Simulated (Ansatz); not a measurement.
# Ca on Ru(0001): change of the work function, part 3 of 4

How does Ca on the hcp site change the work function of Ru(0001) as the layer fills?

Ansatz 0.2.0; plane-wave DFT, PBE, Ansatz PAW (the session's first sound run).

So far, work function, upper face (eV): step 2 (the clean slab) 5.03; step 3 (37 atoms, coverage 0.111 ML, cell 3x3) 2.51.

## (4) The covered slab, k-mesh 7×7×1, coverage 0.25 ML

System of this step: Ca/Ru(0001). The cell holds 17 atoms: 16 Ru and 1 Ca. Cell: a = 5.400 Å, b = 5.400 Å, c = 27.377 Å, α = 90.0°, β = 90.0°, γ = 60.0°. Vacuum lies along c.

Another coverage, to see how the dipoles act on each other as their distance changes.

input.yaml reads:

```yaml
crystal:
  lattice:
    - [5.4, 0.0, 0.0]
    - [2.7, 4.6765371804, 0.0]
    - [0.0, 0.0, 27.3773924554]
  atoms:
    - { symbol: Ru, position: [0.3333333333, 0.3333333333, 0.328738393] }
    - { symbol: Ru, position: [0.0, 0.0, 0.4068466352] }
    - { symbol: Ru, position: [0.3333333333, 0.3333333333, 0.4857156528] }
    - { symbol: Ru, position: [0.0, 0.0, 0.561675075] }
    - { symbol: Ru, position: [0.3333333333, 0.8333333333, 0.328738393] }
    - { symbol: Ru, position: [0.0, 0.5, 0.4068466352] }
    - { symbol: Ru, position: [0.3333333333, 0.8333333333, 0.4857156528] }
    - { symbol: Ru, position: [0.0, 0.5, 0.561675075] }
    - { symbol: Ru, position: [0.8333333333, 0.3333333333, 0.328738393] }
    - { symbol: Ru, position: [0.5, 0.0, 0.4068466352] }
    - { symbol: Ru, position: [0.8333333333, 0.3333333333, 0.4857156528] }
    - { symbol: Ru, position: [0.5, 0.0, 0.561675075] }
    - { symbol: Ru, position: [0.8333333333, 0.8333333333, 0.328738393] }
    - { symbol: Ru, position: [0.5, 0.5, 0.4068466352] }
    - { symbol: Ru, position: [0.8333333333, 0.8333333333, 0.4857156528] }
    - { symbol: Ru, position: [0.5, 0.5, 0.561675075] }
    - { symbol: Ca, position: [0.3333333333, 0.3333333333, 0.671261607] }
kpoints:
  mp_grid: { grid: [7, 7, 1] }
hamiltonian:
  xc: pbe
scf:
  occupations: { method: fermi_dirac, width: 0.1 }
  convergence: { dr2_threshold: 1.0e-08 }
efield:
  axis: 3
  dipole_correction: true
  ramp_position: 0.97
  ramp_width: 0.06
relax:
  f_tol: 0.02
  max_steps: 60
  constraints: [{ sites: [0, 1, 4, 5, 8, 9, 12, 13] }]
output:
  bader: true
  dos: { projected: true, e_range: [-8, 4] }
  write_potential: true
  write_density: true
  volumetric_format: npy
  elf: true
```

The run is started by

```
$ ansatz run input.yaml --threads 4 --pin off --max-ram 12288MiB --backend cpu --events-out ev --progress --plain --runs-dir out
```

Numbers of over 12 decimals in the logs are rounded to 6 here.

Log:

```text
[...]
Crystal: 17 atoms, lattice volume = 691.370 Å³
Basis set: ecut = 420 eV, 13441 PW (Γ), exchange–correlation on 80×80×384 points (8 copies of the dense FFT grid, shifted against one another)
Bands: 160, of which v1, the nominal top of the filled ones, is band 133 counted from 1 (132 counted from 0)
Symmetry: 6 space group operations
[...]
k-points: 8 of 49 (time reversal used)
[...]
SCF iter   1: F=—  HF=-95869.295120 eV  |F-HF|=—  |Δ(HF+E_count)|=         —  Δρ=1.75e-2  dr2=7.12e1  ethr=1.77e-3  p=0.456 e·Å  D=1.19e-1 V/Å  ΔV_dip=-3.27 eV  dr2_dipole=4.21e1  V_vac-E_F(+/−)=1.70/4.97 eV  ⟨swp⟩=9.6  Hψ=6003  notcnv=0
[...]
SCF iter  13: F=-95868.425388 eV  HF=-95868.425388 eV  |F-HF|=1.05e-8  |Δ(HF+E_count)|=   2.51e-8  Δρ=5.85e-7  dr2=8.46e-9  ethr=3.76e-12  p=0.310 e·Å  D=8.11e-2 V/Å  ΔV_dip=-2.22 eV  dr2_dipole=3.22e-9  V_vac-E_F(+/−)=2.85/5.07 eV  ⟨swp⟩=11.4  Hψ=9525  notcnv=0
SCF 1 converged in 13 iterations: F = -95868.425388 eV  dr2 = 8.46e-9
[...]
relax step   1: F+E_penalty+E_count = -95868.42538777 eV  Δ(F+E_penalty+E_count) = +0.000e0 eV  max|allowed force component| = 1.409e0 eV/Å  Δτ_max = 0.0000 Å  (13 SCF iters, accepted)
[...]
SCF iter  11: F=-95868.715143 eV  HF=-95868.715143 eV  |F-HF|=9.98e-9  |Δ(HF+E_count)|=   1.66e-8  Δρ=5.48e-7  dr2=5.81e-9  ethr=1.65e-12  p=0.340 e·Å  D=8.90e-2 V/Å  ΔV_dip=-2.44 eV  dr2_dipole=2.44e-12  V_vac-E_F(+/−)=2.63/5.07 eV  ⟨swp⟩=11.0  Hψ=9194  notcnv=0
SCF 2 converged in 11 iterations: F = -95868.715143 eV  dr2 = 5.81e-9
[...]
relax step   2: F+E_penalty+E_count = -95868.71514348 eV  Δ(F+E_penalty+E_count) = -2.898e-1 eV  max|allowed force component| = 1.245e0 eV/Å  Δτ_max = 0.1964 Å  (11 SCF iters, accepted)
SCF iter   1: F=—  HF=-95868.971468 eV  |F-HF|=—  |Δ(HF+E_count)|=         —  Δρ=4.90e-3  dr2=1.29e0  ethr=2.99e-3  p=0.340 e·Å  D=8.90e-2 V/Å  ΔV_dip=-2.44 eV  dr2_dipole=1.48e-1  V_vac-E_F(+/−)=2.65/5.09 eV  ⟨swp⟩=7.2  Hψ=3100  notcnv=0
[...]
SCF iter  12: F=-95868.932309 eV  HF=-95868.932309 eV  |F-HF|=2.42e-9  |Δ(HF+E_count)|=   6.87e-9  Δρ=3.35e-7  dr2=2.32e-9  ethr=3.76e-12  p=0.379 e·Å  D=9.93e-2 V/Å  ΔV_dip=-2.72 eV  dr2_dipole=1.31e-10  V_vac-E_F(+/−)=2.34/5.06 eV  ⟨swp⟩=10.6  Hψ=9026  notcnv=0
SCF 3 converged in 12 iterations: F = -95868.932309 eV  dr2 = 2.32e-9
[...]
relax step   3: F+E_penalty+E_count = -95868.93230853 eV  Δ(F+E_penalty+E_count) = -2.172e-1 eV  max|allowed force component| = 7.747e-1 eV/Å  Δτ_max = 0.1950 Å  (12 SCF iters, accepted)
[...]
relax step   4: F+E_penalty+E_count = -95869.02578031 eV  Δ(F+E_penalty+E_count) = -9.347e-2 eV  max|allowed force component| = 1.032e-1 eV/Å  Δτ_max = 0.1949 Å  (10 SCF iters, accepted)
[...]
relax step   5: F+E_penalty+E_count = -95869.03006554 eV  Δ(F+E_penalty+E_count) = -4.285e-3 eV  max|allowed force component| = 4.163e-2 eV/Å  Δτ_max = 0.0310 Å  (9 SCF iters, accepted)
SCF iter   1: F=—  HF=-95869.028841 eV  |F-HF|=—  |Δ(HF+E_count)|=         —  Δρ=2.13e-4  dr2=1.80e-3  ethr=1.21e-6  p=0.420 e·Å  D=1.10e-1 V/Å  ΔV_dip=-3.01 eV  dr2_dipole=4.95e-4  V_vac-E_F(+/−)=2.06/5.06 eV  ⟨swp⟩=2.2  Hψ=2129  notcnv=0
[...]
SCF iter   7: F=-95869.030414 eV  HF=-95869.030414 eV  |F-HF|=1.50e-9  |Δ(HF+E_count)|=   1.36e-8  Δρ=5.19e-7  dr2=8.67e-9  ethr=3.76e-12  p=0.420 e·Å  D=1.10e-1 V/Å  ΔV_dip=-3.01 eV  dr2_dipole=5.61e-9  V_vac-E_F(+/−)=2.05/5.06 eV  ⟨swp⟩=8.9  Hψ=9865  notcnv=0
SCF 6 converged in 7 iterations: F = -95869.030414 eV  dr2 = 8.67e-9
relax step   6: F+E_penalty+E_count = -95869.03041393 eV  Δ(F+E_penalty+E_count) = -3.484e-4 eV  max|allowed force component| = 5.139e-3 eV/Å  Δτ_max = 0.0028 Å  (7 SCF iters, accepted)
[...]
SCF converged after 7 iterations
Free energy (F): -95869.030414 eV
[...]
Internal energy: -95868.372298 eV  (E = F + TS)
E sigma→0 (E₀):  -95868.701356 eV
Entropy (-TS):   -0.658116 eV (-38.713 meV/atom)
Fermi energy:    5.527246 eV
Dipole field:    D = 0.109994 V/Å  (p = 0.420261 e·Å, saw-weighted, corrected)
Work function:   Φ+ = 2.0523 eV   Φ− = 5.0636 eV
[...]
--- Forces (eV/Å), atoms counted from 1 ---
  atom   1  Ru     0.00000000     0.00000000     0.54870903
  atom   2  Ru    -0.00000000     0.00000000    -0.44673683
  atom   3  Ru     0.00000000     0.00000000     0.00078442
  atom   4  Ru    -0.00000000     0.00000000    -0.00513884
  atom   5  Ru    -0.01666021     0.00961878     0.45762884
  atom   6  Ru     0.04332041    -0.02501105    -0.49011518
  atom   7  Ru    -0.00432705     0.00249822     0.00256206
  atom   8  Ru     0.00301751    -0.00174216    -0.00124247
  atom   9  Ru     0.00000000    -0.01923756     0.45762884
  atom  10  Ru    -0.00000000     0.05002210    -0.49011518
  atom  11  Ru     0.00000000    -0.00499645     0.00256206
  atom  12  Ru     0.00000000     0.00348432    -0.00124247
  atom  13  Ru     0.01666021     0.00961878     0.45762884
  atom  14  Ru    -0.04332041    -0.02501105    -0.49011518
  atom  15  Ru     0.00432705     0.00249822     0.00256206
  atom  16  Ru    -0.00301751    -0.00174216    -0.00124247
  atom  17  Ca     0.00000000     0.00000000    -0.00410824
  max |Σ_I F_I| component: 9.31e-6 eV/Å
--- Band table (eV; the first three rows and the last of 8) ---
  k-point 0: bands = [... 129 lower, 5.6942, 5.8522, 6.3113, 6.3113, 6.4877, 6.5215, 6.5215, 6.5541, ... 23 higher]
  k-point 1: bands = [... 129 lower, 5.6593, 5.7078, 5.9940, 6.1727, 6.1954, 6.2534, 6.3024, 6.4375, ... 23 higher]
  k-point 2: bands = [... 129 lower, 5.3364, 5.4112, 5.5187, 5.5587, 5.7556, 5.8365, 5.8541, 5.9963, ... 23 higher]
  k-point 7: bands = [... 129 lower, 4.9550, 5.0152, 5.1144, 5.1953, 5.2792, 5.3254, 5.7287, 5.8713, ... 23 higher]
--- Relaxed structure (6 steps of the walk, 6 accepted, 0 SCFs on fresh bases) ---
  F+E_penalty+E_count = -95869.03041393 eV   max|allowed force component| = 5.139e-3 eV/Å
  atoms:
    - { symbol: Ru, position: [0.333333, 0.333333, 0.328738393] }
[...]
- { symbol: Ru, position: [0.333333, 0.333333, 0.486132] }
    - { symbol: Ru, position: [1.6915546946202545e-17, 1.632680918509386e-17, 0.563244] }
    - { symbol: Ru, position: [0.333333, 0.833333, 0.328738393] }
    - { symbol: Ru, position: [0.0, 0.5, 0.4068466352] }
    - { symbol: Ru, position: [0.331460, 0.834270, 0.485224] }
    - { symbol: Ru, position: [-0.00964314, 0.504822, 0.561956] }
    - { symbol: Ru, position: [0.833333, 0.333333, 0.328738393] }
    - { symbol: Ru, position: [0.5, 1.632680918509386e-17, 0.4068466352] }
    - { symbol: Ru, position: [0.834270, 0.331460, 0.485224] }
    - { symbol: Ru, position: [0.504822, -0.00964314, 0.561956] }
    - { symbol: Ru, position: [0.833333, 0.833333, 0.328738393] }
    - { symbol: Ru, position: [0.5, 0.5, 0.4068466352] }
    - { symbol: Ru, position: [0.834270, 0.834270, 0.485224] }
    - { symbol: Ru, position: [0.504822, 0.504822, 0.561956] }
    - { symbol: Ca, position: [0.333333, 0.333333, 0.648656] }
--- Bader charges: 17 sites ---
  site symbol  charge [e]  shift [e]
     0     Ru     -0.0528     0.0000
     1     Ru      0.0541     0.0000
     2     Ru      0.0338     0.0000
     3     Ru     -0.1956     0.0000
     4     Ru     -0.0530     0.0000
     5     Ru      0.0495     0.0000
     6     Ru      0.0444     0.0000
     7     Ru     -0.3341     0.0001
     8     Ru     -0.0530     0.0000
     9     Ru      0.0496     0.0000
    10     Ru      0.0444     0.0000
    11     Ru     -0.3341     0.0001
    12     Ru     -0.0530     0.0000
    13     Ru      0.0495     0.0000
    14     Ru      0.0445     0.0000
    15     Ru     -0.3340     0.0001
    16     Ca      1.0398     0.0004
  estimated error of the sums over rays = 4.9e-4 e
```

Elapsed: 3.3 min, on 4 threads of Intel Xeon Platinum 8259CL at 2.50GHz (Skylake/Cascade Lake), shared host; peak memory 2.8 GiB.

Step by step:

```csv
step,energy less that of the first step (eV),largest force component (eV/Å)
1,0.0000,1.4092
2,-0.2898,1.2448
3,-0.5069,0.7747
4,-0.6004,0.1032
5,-0.6047,0.0416
6,-0.6050,0.0051
```

Forces are held to the 6 operations that the run works with; a distortion that breaks them can't arise in this run.

The atoms that moved most (Å):

| atom | dx | dy | dz | length |
| --- | --- | --- | --- | --- |
| Ca17 | 0.000 | 0.000 | -0.619 | 0.619 |
| Ru8 | -0.039 | 0.023 | 0.008 | 0.046 |
| Ru12 | 0.000 | -0.045 | 0.008 | 0.046 |
| Ru16 | 0.039 | 0.023 | 0.008 | 0.046 |
| Ru4 | 0.000 | 0.000 | 0.043 | 0.043 |
| Ru11 | 0.000 | -0.009 | -0.013 | 0.016 |
| Ru15 | 0.008 | 0.004 | -0.013 | 0.016 |
| Ru7 | -0.008 | 0.004 | -0.013 | 0.016 |

Numbers from this step:

| Property | Result |
| --- | --- |
| energy at zero smearing | -95868.7014 eV |
| work function, upper face | 2.052 eV |
| work function, lower face | 5.064 eV |
| dipole along the normal | 0.4203 e·Å |
| step between the vacuum levels | -3.011 eV |

Running mean over 2.138 Å of the planar mean; the ramp of the sawtooth is left out. The electron's electrostatic potential energy less the Fermi level by z:

```
z (Å)  electron's electrostatic potential energy less the Fermi level (eV)
    4                                                                 5.06
    5                                                                 5.06
    6                                                                 4.97
    7                                                                 3.94
    8                                                                -6.28
    9                                                                -14.3
   10                                                                -14.7
   11                                                                -14.8
   12                                                                -14.7
   13                                                                -14.8
   14                                                                -15.2
   15                                                                -14.8
   16                                                                -12.0
   17                                                                -1.94
   18                                                                -1.18
   19                                                                0.230
   20                                                                 1.63
   21                                                                 1.95
   22                                                                 2.03
   23                                                                 2.05
   24                                                                 2.05
```

The density of states has structure finer than the step of the table below, so its rows give means over 0.5 eV, whole bins alone (the curve runs from -8 to 1.98 eV). Peaks (eV: height): -4.09: 44.6, -2.89: 38.0, -2.08: 43.4, -1.98: 43.1, -1.47: 40.9, 0.99: 40.4, 1.32: 39.2.

Table of density of states by energy, zero at the Fermi level; means over each step:

| energy (eV) | density of states (states/eV a cell) |
| --- | --- |
| -7.5 | 0.366 |
| -7.0 | 0.900 |
| -6.5 | 1.16 |
| -6.0 | 8.44 |
| -5.5 | 19.7 |
| -5.0 | 18.3 |
| -4.5 | 21.6 |
| -4.0 | 20.2 |
| -3.5 | 14.6 |
| -3.0 | 22.8 |
| -2.5 | 25.1 |
| -2.0 | 31.7 |
| -1.5 | 26.6 |
| -1.0 | 17.5 |
| -0.5 | 19.6 |
| 0.0 | 19.3 |
| 0.5 | 20.3 |
| 1.0 | 27.8 |
| 1.5 | 25.9 |

Projected DOS per atom over height of the atomic layer and energy from the Fermi level. Layers: Ru4 Ru4 Ru4 Ru4 Ca from below.

Values in states/eV, 22 rows by 5 columns, each cell a mean:
```
0.76 0.86 0.91 0.86 0.17
1.45 1.98 2.02 1.23 0.20
1.57 1.37 1.28 1.32 0.63
1.34 1.06 1.00 1.26 0.57
1.52 0.88 0.89 1.36 0.36
1.50 0.86 0.87 1.36 0.24
1.28 0.73 0.74 1.12 0.40
1.84 1.36 1.35 1.72 0.28
2.35 1.54 1.58 2.24 0.34
1.69 1.25 1.34 1.92 0.19
1.64 1.65 1.57 1.87 0.18
0.90 1.04 1.01 1.02 0.05
1.08 1.05 1.02 1.03 0.02
1.20 1.52 1.41 1.26 0.01
1.39 1.28 1.18 1.37 0.02
0.85 1.49 1.53 1.00 0.02
0.57 1.80 1.88 0.73 0.02
0.21 0.92 1.02 0.31 0.01
0.03 0.13 0.13 0.04 0.00
0.02 0.09 0.10 0.03 0.00
0.01 0.07 0.07 0.02 0.00
0.00 0.00 0.00 0.00 0.00
```
Columns: height of the atomic layer (Å) from 9 to 17.8 (not evenly spaced); rows upwards: energy from the Fermi level (eV) from -7.96 to 1.95.

Valence density in the ca plane at fractional y = 0.331, with atoms of Ru and Ca within 0.2 Å of it. It is the smooth field of the valence electrons, not physical close to the nuclei.

Values in units of 1e0 e/Å³, 8 rows by 16 columns, each cell a mean:
```
5.2 1.8 0.4 0.4 3.9 3.1 0.4 0.3 0.1 0.0 0.0 0.0 0.0 0.0 0.0 0.0
7.2 2.5 0.3 0.4 5.4 4.4 0.4 0.3 0.1 0.0 0.0 0.0 0.0 0.0 0.0 0.0
1.4 0.6 0.8 0.5 1.1 0.9 0.6 0.6 0.1 0.0 0.0 0.0 0.0 0.0 0.0 0.0
0.6 0.4 1.1 0.6 0.5 0.5 0.8 0.8 0.2 0.2 0.0 0.0 0.0 0.0 0.0 0.0
5.1 1.8 0.4 0.4 3.7 3.3 0.4 0.3 0.9 3.2 0.3 0.0 0.0 0.0 0.0 0.0
7.2 2.5 0.3 0.4 5.3 4.6 0.3 0.3 1.2 4.6 0.4 0.0 0.0 0.0 0.0 0.0
1.4 0.6 0.8 0.5 1.1 0.9 0.6 0.6 0.3 0.8 0.1 0.0 0.0 0.0 0.0 0.0
0.5 0.4 1.1 0.6 0.5 0.4 0.8 0.8 0.1 0.0 0.0 0.0 0.0 0.0 0.0 0.0
```
Columns run along c (16.0 Å, from fractional 0.31 to 0.90 of the cell), rows up along a (5.4 Å). Atoms in or near the plane, at fractional coordinates: Ru at (0.33, 0.33), Ru at (0.49, 0.33), Ru at (0.33, 0.83), Ru at (0.49, 0.83), Ca at (0.65, 0.33).

ELF in the ca plane at fractional y = 0.331, with atoms of Ru and Ca within 0.2 Å of it. It is the smooth field of the valence electrons, not physical close to the nuclei.

Ten even steps from '0' (0.00) to '9' (0.85), each cell a mean:
```
67753322233367643323333333221111100000000000
75663333332575753333333333222111000000000000
75563333332574663333344333322111000000000000
67753322233367643323333333222111100000000000
34333234323334333234323331101122110000000000
33333235422333333245323210000122221000000000
33333234323333333233332125520013332100000000
57653322233367643322332389973013443100000000
75663333332575763333431599995112443210000000
75563333332574663333431699995112443210000000
67753322233367643322332389983012443110000000
34333234323334333233332136531013332100000000
33333235422333333245323210000013221000000000
33323234323333333234323321001122110000000000
```
Columns run along c (16.0 Å, from fractional 0.31 to 0.90 of the cell), rows up along a (5.4 Å). Atoms in or near the plane, at fractional coordinates: Ru at (0.33, 0.33), Ru at (0.49, 0.33), Ru at (0.33, 0.83), Ru at (0.49, 0.83), Ca at (0.65, 0.33).

Electrostatic potential energy in the ca plane at fractional y = 0.331, with atoms of Ru and Ca within 0.2 Å of it. With pseudopotentials it is smooth inside the atoms' cores, unlike the true potential.

Ten even steps from '0' (-83 eV) to '9' (9 eV), each cell a mean:
```
53368998999842479998999999999999999999999999
20037999999500058999999999999999999999999999
10027999999500048999999999999999999999999999
52268999999742379999999999999999999999999999
87789987789987899987899999999999999999999999
99999976689999999876899999999999999999999999
88899987789988899987899988889999999999999999
53368998999842479999999865578999999999999999
20038999999610048999999742268999999999999999
10027999999600048999999741258999999999999999
52268999999742379999999864578999999999999999
87789987789987899988899988889999999999999999
99999976689999999876899999999999999999999999
98899987789988899977899999999999999999999999
```
Columns run along c (16.0 Å, from fractional 0.31 to 0.90 of the cell; values clipped at the 3rd and 97th percentile), rows up along a (5.4 Å). Atoms in or near the plane, at fractional coordinates: Ru at (0.33, 0.33), Ru at (0.49, 0.33), Ru at (0.33, 0.83), Ru at (0.49, 0.83), Ca at (0.65, 0.33).

The relaxation took 6 steps and lowered the energy by 0.61 eV; the largest force on the free atoms ends at 0.0051 eV/Å.

By hand: a sheet of dipoles makes a step −p/(ε₀A) in the electron's potential. With e/ε₀ = 180.95 V·Å, p = 0.4203 e·Å and A = 25.25 Å², that is −180.95 × (0.4203) / 25.25 = -3.011 eV, and the two vacuum levels of the run differ by -3.011 eV.

The covered face has 2.05 eV, -2.98 eV against the clean one; the bare back face has moved by +0.00 eV, a measure of how thin the slab is.

## (5) Work function against coverage

This step: plane-wave DFT, PBE, Ansatz PAW; work function against coverage (Ansatz 0.2.0).

The runs are now put side by side.

This step gave:

- work function of the clean face: 5.030 eV
- largest change of the work function: -2.977 eV

Table of work function of the covered face by coverage:

| coverage (adsorbates/nm²) | work function of the covered face (eV) |
| --- | --- |
| 0.00 | 5.03 |
| 1.76 | 2.51 |
| 3.96 | 2.05 |

The dipole per adsorbate comes from the change of the cell's dipole. Coverage, by row:

| coverage (1/nm²) | coverage (ML) | work function (eV) | change (eV) | dipole per adsorbate, positive end outwards (debye) | mean height of the added atoms over the highest substrate atom (Å) |
| --- | --- | --- | --- | --- | --- |
| 1.76 | 0.1111 | 2.507 | -2.522 | 3.816 | 2.361 |
| 3.96 | 0.25 | 2.052 | -2.977 | 1.998 | 2.338 |

[end of part 3 of 4]

[Logs are printed without paths, hosts, clocks, repeated set-up lines and the standing remarks that a program may print on its own settings, such as how far it seeks lower states.]

[Hosts, paths, dates, database ids (printed as entryN), source tags and the programs' standing remarks are cut or masked in the printed files.]

[Maps of the electrostatic potential energy from Ansatz leave out the sawtooth potential of an applied field or a dipole correction, so their vacuum need not be flat; planar profiles and work functions include it.]

[The density of states shown here was stored with 400 of the rows of the run's finer table, so its peaks can read low, often by over a quarter, or be missed, and its means over a window can be off by a tenth or more.]
